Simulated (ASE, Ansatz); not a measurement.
# Random bcc (W, Zr, Ta, Hf) solid solution (250 atoms): geometry optimisation, part 2 of 2

How does random bcc (W, Zr, Ta, Hf) solid solution (250 atoms) relax, and what do bonds, charges and levels look like afterwards?

Ansatz 0.2.0; Kohn-Sham DFT, PBE, PAW (set soft_2), plane waves.

The cell: 81 Ta, 81 Hf, 60 Zr and 28 W. The host structure and its lattice constant were typed by rule, without a check against the phase diagram. Sampling is at Γ alone, for a cell whose shortest periodic width is 17 Å. Spin–orbit coupling is left out.

So far. Step 3 (Cell and atoms relaxed): The relaxation changed the energy by -91.6 meV/atom, and atoms moved by 0.21 Å r.m.s., 0.52 Å at most.

**4. Distances and neighbours after relaxation**

Bonds before and after, by the cutoffs listed below:

```
 pair  bonds before  bonds after  mean before (Å)  mean after (Å)  spread before (Å)  spread after (Å)
Hf-Hf           191          191            3.185           3.223              0.232             0.229
Hf-Ta           363          363            3.175           3.193              0.228             0.270
Hf-Zr           268          269            3.180           3.228              0.231             0.232
 Hf-W           121          121            3.183           3.164              0.231             0.321
Ta-Ta           176          176            3.183           3.127              0.230             0.302
Ta-Zr           288          288            3.189           3.203              0.230             0.279
 Ta-W           131          131            3.177           3.081              0.231             0.315
Zr-Zr            97           97            3.153           3.204              0.225             0.218
 Zr-W            90           90            3.220           3.199              0.232             0.304
  W-W            25           25            3.134           3.020              0.213             0.312
```

Density 13.0 g/cm³, 20.35 Å³ an atom.

g(r), total and by pair (bins of 0.2 Å):

```csv
r (Å),total,Hf-Hf,Hf-Ta,Hf-Zr,Hf-W,Ta-Ta,Ta-Zr
2.60,0.08,0.00,0.00,0.00,0.00,0.00,0.00
2.80,1.56,0.00,0.38,0.05,3.55,3.77,0.86
3.00,4.80,5.23,6.10,4.71,3.74,3.73,6.12
3.20,2.05,3.34,2.04,3.48,0.60,1.31,1.67
3.40,1.64,1.73,1.26,1.55,1.39,1.45,1.81
3.60,0.89,0.73,0.89,0.74,1.52,0.77,0.93
3.80,0.32,0.39,0.42,0.23,0.25,0.34,0.38
4.00,0.09,0.08,0.12,0.11,0.06,0.04,0.16
4.20,0.00,0.00,0.00,0.02,0.00,0.00,0.00
4.40,0.06,0.09,0.08,0.02,0.00,0.16,0.02
4.60,0.75,0.60,0.72,0.80,0.71,0.75,0.70
4.80,1.62,1.26,1.60,1.88,1.71,1.69,1.18
5.00,1.24,1.22,1.37,1.00,1.37,1.24,1.25
5.20,0.43,0.67,0.47,0.52,0.13,0.48,0.50
5.40,0.71,0.63,0.92,0.69,0.48,0.79,0.71
5.60,2.62,2.80,2.67,2.80,2.86,2.16,2.59
5.80,2.58,1.92,2.50,2.52,3.03,2.83,2.59
6.00,1.43,1.36,1.49,1.43,1.46,1.25,1.56
6.20,0.43,0.55,0.53,0.48,0.28,0.39,0.42
6.40,0.05,0.07,0.05,0.05,0.00,0.12,0.06
6.60,0.14,0.14,0.14,0.16,0.30,0.11,0.12
6.80,0.42,0.47,0.34,0.46,0.54,0.39,0.38
7.00,0.37,0.28,0.35,0.37,0.36,0.55,0.39
7.20,0.57,0.51,0.63,0.52,0.51,0.61,0.61
7.40,1.83,1.92,1.79,1.85,1.72,1.67,1.79
7.60,2.47,2.47,2.46,2.47,2.50,2.25,2.52
7.80,1.52,1.48,1.59,1.47,1.37,1.57,1.54
```

Neighbours by pair of elements; one cutoff, the widest of the pairs' first minima of g(r), serves all pairs of this metal (cutoffs were set anew for this text, so counts can differ from the run's own analysis):

```csv
pair A-B,cutoff (Å),bonds,mean length (Å),spread (Å),shortest (Å),B about A,A about B
Hf-Hf,4.23,191,3.22,0.229,2.93,4.72,4.72
Hf-Ta,4.23,363,3.19,0.27,2.78,4.48,4.48
Hf-Zr,4.23,269,3.23,0.232,2.90,3.32,4.48
Hf-W,4.23,121,3.16,0.321,2.74,1.49,4.32
Ta-Ta,4.23,176,3.13,0.302,2.71,4.35,4.35
Ta-Zr,4.23,288,3.20,0.279,2.77,3.56,4.8
Ta-W,4.23,131,3.08,0.315,2.65,1.62,4.68
Zr-Zr,4.23,97,3.20,0.218,2.90,3.23,3.23
Zr-W,4.23,90,3.20,0.304,2.71,1.5,3.21
W-W,4.23,25,3.02,0.312,2.72,1.79,1.79
```

How many atoms have how many bonded neighbours:

```csv
element,mean,14,15
Hf,14.0,80,1
Ta,14,81,0
W,14,28,0
Zr,14.0,59,1
```

Bond length by coordination (bonds to H left out):

```
element  coordination  atoms  mean bond length (Å)
     Hf            14     80                  3.21
     Hf            15      1                  3.29
     Zr            14     59                  3.21
     Zr            15      1                  3.31
```

First main peaks of g(r), for some of the pairs, lie near 3.08 Å (Hf-Hf), 3.00 Å (Hf-Ta), 3.08 Å (Hf-Zr), 2.90 Å (Hf-W), 2.89 Å (Ta-Ta) and 2.99 Å (Ta-Zr). By these cutoffs 99 % of Hf atoms have 14, all Ta atoms have 14, all W atoms have 14 and 98 % of Zr atoms have 14 bonded neighbours.

**5. Single point at the relaxed geometry**

The electronic structure is read at the final geometry, in a run of its own.

The input, input.yaml:

```yaml
crystal:
  lattice:
    - [17.0732, -0.01799, 0.02815]
    - [-0.01799, 17.18896, 0.02395]
    - [0.02815, 0.02395, 17.33264]
  atoms:
    - { symbol: Ta, position: [0.00267, 0.00274, 0.00501] }
    - { symbol: Hf, position: [0.11159, 0.09049, 0.10272] }
    - { symbol: Ta, position: [0.99553, 0.99718, 0.20023] }
    - { symbol: Ta, position: [0.09905, 0.09798, 0.30126] }
    - { symbol: Zr, position: [0.99617, 0.9973, 0.39804] }
    - { symbol: Hf, position: [0.09648, 0.10363, 0.48788] }
    - { symbol: Ta, position: [0.00186, 0.99763, 0.59262] }
    - { symbol: Hf, position: [0.10731, 0.08767, 0.69255] }
    - { symbol: Hf, position: [0.00045, 0.99966, 0.79525] }
    - { symbol: Ta, position: [0.10658, 0.09058, 0.90151] }
    - { symbol: Zr, position: [0.00289, 0.19126, 0.00733] }
    - { symbol: Hf, position: [0.09821, 0.3087, 0.10717] }
    - { symbol: Zr, position: [0.99734, 0.19099, 0.18977] }
    - { symbol: Hf, position: [0.09622, 0.30275, 0.2953] }
    - { symbol: W, position: [0.99456, 0.19925, 0.39928] }
    - { symbol: Ta, position: [0.0911, 0.29132, 0.48039] }
    - { symbol: Hf, position: [0.99563, 0.20071, 0.5934] }
    - { symbol: Hf, position: [0.09291, 0.31135, 0.71251] }
    - { symbol: Zr, position: [0.00413, 0.18639, 0.79743] }
    - { symbol: Zr, position: [0.09243, 0.30363, 0.89655] }
    - { symbol: Ta, position: [0.99338, 0.41215, 0.99896] }
    - { symbol: Ta, position: [0.09404, 0.49868, 0.10327] }
    - { symbol: W, position: [0.99817, 0.40804, 0.19449] }
    - { symbol: Hf, position: [0.09538, 0.49003, 0.29142] }
    - { symbol: Ta, position: [0.99569, 0.39509, 0.40657] }
    - { symbol: Hf, position: [0.10368, 0.49629, 0.51082] }
    - { symbol: Hf, position: [0.99098, 0.38589, 0.58697] }
    - { symbol: Hf, position: [0.10002, 0.49175, 0.69799] }
    - { symbol: Ta, position: [0.98801, 0.41931, 0.81417] }
    - { symbol: Hf, position: [0.10239, 0.5087, 0.90861] }
    - { symbol: W, position: [0.99955, 0.60289, 0.00701] }
    - { symbol: W, position: [0.09268, 0.69683, 0.09779] }
    [... 212 atom lines left out ...]
    - { symbol: Hf, position: [0.79895, 0.80568, 0.38882] }
    - { symbol: Hf, position: [0.90225, 0.89052, 0.4998] }
    - { symbol: Ta, position: [0.79576, 0.79134, 0.59956] }
    - { symbol: Zr, position: [0.89887, 0.89089, 0.70181] }
    - { symbol: Ta, position: [0.78606, 0.79422, 0.80071] }
    - { symbol: Hf, position: [0.90086, 0.89865, 0.90471] }
kpoints:
  mp_grid: { grid: [1, 1, 1] }
hamiltonian:
  xc: pbe
scf:
  occupations: { method: fermi_dirac, width: 0.1 }
output:
  forces: true
  stress: true
  populations: intrinsic
  dos:
    method: { smearing: { sigma: 0.08 } }
    de: 0.1
    projected: { site_lists: { Hf: [Hf], Ta: [Ta], W: [W], Zr: [Zr] } }
  eigenvalues: true
  write_density: true
  write_potential: true
  volumetric_format: npy
```

Launch:

```bash
$ ansatz run input.yaml --threads 32 --pin off --max-ram 143360MiB --backend cuda --events-out ev --progress --plain --runs-dir out
```

Numbers of over 12 decimals in the logs are rounded to 6 here.

Output:

```text
[...]
GPU FFT provider: cuFFT
GPU libraries: cuBLAS 13.8.1, cuFFT 12.4.0, cuSOLVER 12.3.2
[...]
Crystal: 250 atoms, lattice volume = 5086.590 Å³
Basis set: ecut = 420 eV, 99443 PW (Γ), exchange–correlation on 240×240×240 points (8 copies of the dense FFT grid, shifted against one another)
Bands: 2563, of which v1, the nominal top of the filled ones, is band 2136 counted from 1 (2135 counted from 0)
Symmetry: 1 space group operations
[...]
k-points: 1
[...]
GPU buffer pool allocated for 1728000 grid points (all kernels)
[...]
SCF iter   1: F=—  HF=-2619724.915253 eV  |F-HF|=—  |Δ(HF+E_count)|=         —  Δρ=8.71e-3  dr2=7.00e1  ethr=1.77e-3  ⟨swp⟩=4.0  Hψ=9517  notcnv=0  defer=28
[...]
SCF iter  10: F=-2619723.220932 eV  HF=-2619723.220932 eV  |F-HF|=1.77e-8  |Δ(HF+E_count)|=   6.94e-8  Δρ=5.24e-7  dr2=1.85e-8  ethr=2.34e-12  ⟨swp⟩=17.0  Hψ=23123  notcnv=0
SCF 1 converged in 10 iterations: F = -2619723.220932 eV  dr2 = 1.85e-8
[...]
SCF converged after 10 iterations
Free energy (F): -2619723.220932 eV
[...]
Internal energy: -2619711.736574 eV  (E = F + TS)
E sigma→0 (E₀):  -2619717.478753 eV
Entropy (-TS):   -11.484358 eV (-45.937 meV/atom)
Fermi energy:    18.055093 eV
[...]
--- Forces (eV/Å), atoms counted from 1 ---
[... 250 lines of forces left out ...]
  max |Σ_I F_I| component: 2.80e-5 eV/Å
--- Stress (GPa, compression-positive) ---
       -0.028367       0.000866      -0.005143
        0.000866      -0.028622       0.002006
       -0.005143       0.002006      -0.020712
  P = ⅓ Tr σ = -0.0259 GPa (-0.259 kbar)
--- Band table (eV) ---
[... left out ...]
--- intrinsic populations: 250 sites ---
  site symbol       q [e]
[... 250 lines, one an atom, left out ...]
  spilling = -0.000000 (of n_electrons = 4271.000000)
```

Elapsed: 10 s, on 1 × NVIDIA GB200 with 32 threads of Arm Neoverse V2, shared host; peak memory 4.6 GiB.

That memory is the host's; the program planned up to 26.7 GiB on the GPU.

Read from the output:

```
free energy                             : -2619723.2209 eV
free energy per atom                    : -10478.8929 eV/atom
SCF cycles                              : 10
pressure                                : -0.0259 GPa
r.m.s. force component                  : 0.00471 eV/Å
longest force                           : 0.04001 eV/Å
Fermi energy                            : 18.06 eV
levels partly filled by over 2 per cent : 136
```

Intrinsic-atomic-orbital charges by element and coordination:

| element | coordination | atoms | mean charge (e) | spread | least | most |
| --- | --- | --- | --- | --- | --- | --- |
| Hf | all | 81 | -0.024 | 0.0369 | -0.108 | 0.0449 |
| Hf | 14 | 80 | -0.0231 | 0.0362 | -0.108 | 0.0449 |
| Hf | 15 | 1 | -0.0976 | - | -0.0976 | -0.0976 |
| Ta | all | 81 | 0.0536 | 0.034 | -0.0349 | 0.131 |
| W | all | 28 | 0.0196 | 0.0468 | -0.0619 | 0.125 |
| Zr | all | 60 | -0.0491 | 0.0337 | -0.127 | 0.0308 |
| Zr | 14 | 59 | -0.0483 | 0.0333 | -0.127 | 0.0308 |
| Zr | 15 | 1 | -0.0983 | - | -0.0983 | -0.0983 |

Density of states as counts of states in windows of 1 eV (from the Fermi level), total and some projections:

| from (eV) | to (eV) | total | Ta d | Hf d | Hf f |
| --- | --- | --- | --- | --- | --- |
| -18 | -12 | 0.0 | 0.0 | 0.0 | 0.0 |
| -12 | -11 | 1133.7 | 0.2 | 0.2 | 1133.6 |
| -11 | -8 | 0.0 | 0.0 | 0.0 | 0.0 |
| -8 | -7 | 2.0 | 0.0 | 0.0 | 0.0 |
| -7 | -6 | 17.2 | 0.2 | 0.2 | 0.0 |
| -6 | -5 | 33.0 | 0.9 | 1.0 | 0.0 |
| -5 | -4 | 73.4 | 9.0 | 8.0 | 0.0 |
| -4 | -3 | 156.7 | 37.1 | 27.0 | 0.0 |
| -3 | -2 | 230.3 | 70.8 | 52.9 | 0.1 |
| -2 | -1 | 305.9 | 103.5 | 73.2 | 0.1 |
| -1 | 0 | 336.7 | 106.4 | 89.5 | 0.1 |
| 0 | 1 | 275.5 | 68.7 | 83.1 | 0.1 |
| 1 | 2 | 136.1 | 36.3 | 44.4 | 0.1 |

The curve was stored every 0.10 eV, coarse against its broadening of 0.08 eV, so these counts are rough.

Between -26 and -18 eV lie 20 more states.

About 1962 of the 4271 electrons lie in deeper levels, below the stored range.

Not all projections were asked for or kept, so they needn't add up to the total.

The levels nearest the highest filled one (over half full), pooled over k-points and spins:

| level less the highest filled one (eV) | occupation |
| --- | --- |
| -0.0237 | 1.14 |
| -0.0213 | 1.12 |
| -0.019 | 1.11 |
| -0.0096 | 1.07 |
| -0.0045 | 1.04 |
| 0 | 1.02 |
| 0.0061 | 0.989 |
| 0.0205 | 0.917 |
| 0.0221 | 0.909 |
| 0.0276 | 0.882 |
| 0.0328 | 0.856 |
| 0.0338 | 0.851 |

Mean intrinsic-atomic-orbital charges: Hf -0.02, Ta +0.05, W +0.02, Zr -0.05 e. Among metals such projection charges depend strongly on the orbitals used and are no measure of ionicity.

Local excerpt of 15 atoms (numbers count through the whole input) about W38, one of the 28 W atoms; x, y, z are measured from there.

```csv
atom,x,y,z,distance (Å),bonds,intrinsic-atomic-orbital charge (e)
W38,0.00,0.00,0.00,0.00,14,-0.03
Ta87,1.54,-1.64,-1.57,2.74,14,0.06
Ta49,-1.56,1.53,1.66,2.75,14,0.03
Zr47,-1.67,1.58,-1.64,2.82,14,-0.05
Hf37,-1.63,-1.63,-1.63,2.82,14,-0.02
W97,1.55,1.63,-1.72,2.83,14,0.13
Zr99,1.57,1.54,1.81,2.85,14,-0.03
Hf89,1.60,-1.75,1.61,2.86,14,0.00
Hf39,-1.75,-1.76,1.74,3.03,14,0.01
Ta88,3.32,0.10,-0.13,3.32,14,0.07
Ta48,-0.01,3.35,0.05,3.35,14,0.07
Ta36,0.04,0.00,-3.39,3.39,14,0.08
Hf238,-3.60,0.01,0.12,3.60,14,-0.07
Ta40,-0.16,-0.13,3.66,3.67,14,0.09
Hf28,-0.12,-3.69,0.00,3.70,14,-0.01
```

The column of bonds counts only the pairs Hf-Hf within 4.23 Å, Hf-Ta within 4.23 Å, Hf-Zr within 4.23 Å, Hf-W within 4.23 Å, Ta-Ta within 4.23 Å, Ta-Zr within 4.23 Å, Ta-W within 4.23 Å, Zr-Zr within 4.23 Å, Zr-W within 4.23 Å, W-W within 4.23 Å; other neighbours, such as metal atoms beside each other in a compound, aren't counted, and periodic images can show an atom twice.

**6. What came out**

| Item | Value |
| --- | --- |
| energy change in the relaxation | -91.57 meV/atom |
| r.m.s. displacement | 0.211 Å |
| largest displacement | 0.519 Å |
| free energy per atom | -10478.8929 eV/atom |
| density | 12.97 g/cm³ |
| pressure | -0.0259 GPa |
| r.m.s. force component | 0.00471 eV/Å |
| wall time of the 3 DFT runs | 67 s |

In words: Relaxation lowers the energy by 91.6 meV/atom and moves atoms by 0.21 Å r.m.s.; the r.m.s. force component goes from 0.53 to 0.0047 eV/Å, the pressure goes from -3.1 to -0.026 GPa. Displacements are taken in the final cell, so they leave out its strain. By the final cutoffs 0 of 1750 bonded pairs parted and 1 joined. The cell shrank by 0.5 % in volume. First to last step the energy falls by 22.892 eV, across changes of basis; the largest move, 0.52 Å, is that of Hf131. The W-W bonds go from 3.134 Å (spread 0.213) to 3.020 Å (spread 0.312). By these cutoffs 99 % of Hf atoms have 14, all Ta atoms have 14, all W atoms have 14 and 98 % of Zr atoms have 14 bonded neighbours. 136 levels are partly filled, by over 2 % (at Γ alone), as in a metal.

[Logs are printed without paths, hosts, clocks, repeated set-up lines and the standing remarks that a program may print on its own settings, such as how far it seeks lower states.]

[Hosts, paths, dates, database ids (printed as entryN), source tags and the programs' standing remarks are cut or masked in the printed files.]
